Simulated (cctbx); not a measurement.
## Which space group?

Cell: a = 9.4080 Å, b = 8.1500 Å, c = 10.2670 Å, α = 90.00°, β = 90.00°, γ = 90.00°. Expected content of the cell: Br8 Mn4 S12 C4 Li4.

The data are simulated with cctbx, not measured: synchrotron X-rays, λ = 0.7749 Å, to d = 0.77 Å, 80 % of the full sphere, strongest reflection 20000 counts, noise from counting, a 1.5 % proportional error and a noise floor of 8 counts (s.d.); no absorption.

Tests on the unmerged data give:

```text
5766 reflections to d = 0.770 A
centring   violations  <I/sigma> of those
    A       2030 of  2885     14.7
    B       2066 of  2929     14.5
    C       2062 of  2884     15.0
    I       2035 of  2881     15.0
    R       2784 of  3856     15.0
    F       3079 of  4349     14.8
Laue class    unique    Rint  (classes that these axes allow; Friedel mates merged)
P -1             3433   0.021
P 1 2/m 1        1913   0.026
P 1 1 2/m        1896   0.025
P 2/m 1 1        1899   0.026
P m m m          1076   0.028
space group    extra absences  I>4sigma  <I/sigma>
P 2 2 2                 0          0         -  acentric
P 2 2 21               10          0       0.5  acentric
P 21 2 2               11          0      -0.4  acentric
P 2 21 2                7          0      -0.0  acentric
P 21 21 2              18          0      -0.3  acentric
P 2 21 21              17          0       0.3  acentric
P 21 2 21              21          0       0.0  acentric
P 21 21 21             28          0       0.0  acentric
P m m 2                 0          0         -  acentric
P 2 m m                 0          0         -  acentric
P m 2 m                 0          0         -  acentric
P 21 m a              171          0      -0.1  acentric
P m 2 a               171          0      -0.1  acentric
P n m 21              171          0       0.0  acentric
P n 21 m              171          0       0.0  acentric
P n 21 a              342          0      -0.0  acentric
P m m m                 0          0         -  centric
P m m a               171          0      -0.1  centric
P n m m :1            171          0       0.0  centric
P n m m :2            171          0       0.0  centric
P n m a               342          0      -0.0  centric
Wilson B = 0.42 A^2   <|E^2-1|> = 0.907 (0.968 centric, 0.736 acentric)   E^2>4: 3.0 %
shell (A)         n   <I/sigma>
10.27 - 1.54    161     38.3
 1.54 - 1.22    141     35.4
 1.22 - 1.07    129     34.6
 1.07 - 0.97    135     31.6
 0.97 - 0.90    129     27.5
 0.90 - 0.85    133     28.6
 0.85 - 0.81    125     24.8
 0.81 - 0.77    123     27.2
```

**Question.** What are the lattice type, the Laue class and the likely space group?

Every centring test has many violations, so the lattice is primitive.

Rint stays low (0.021 to 0.028) up to P m m m, the highest class in these axes.

21 settings pass the absence test. The most absences obeyed, 342, belong to P n 21 a and P n m a, which absences can't tell apart.

⟨|E²−1|⟩ = 0.907 leans to a centrosymmetric structure. The Wilson B of 0.42 Å² means U ≈ 0.0053 Å².

The true group is Pnma (no. 62), Laue class mmm, centrosymmetric. The tables only narrow the choice to the tied entries; cell content, site symmetry and trial solutions must settle it.

The model is made up (kin elements in a known structure type, no relaxation), so it says nothing on whether the phase exists.

[Logs are printed without paths, hosts, clocks, repeated set-up lines and the standing remarks that a program may print on its own settings, such as how far it seeks lower states.]
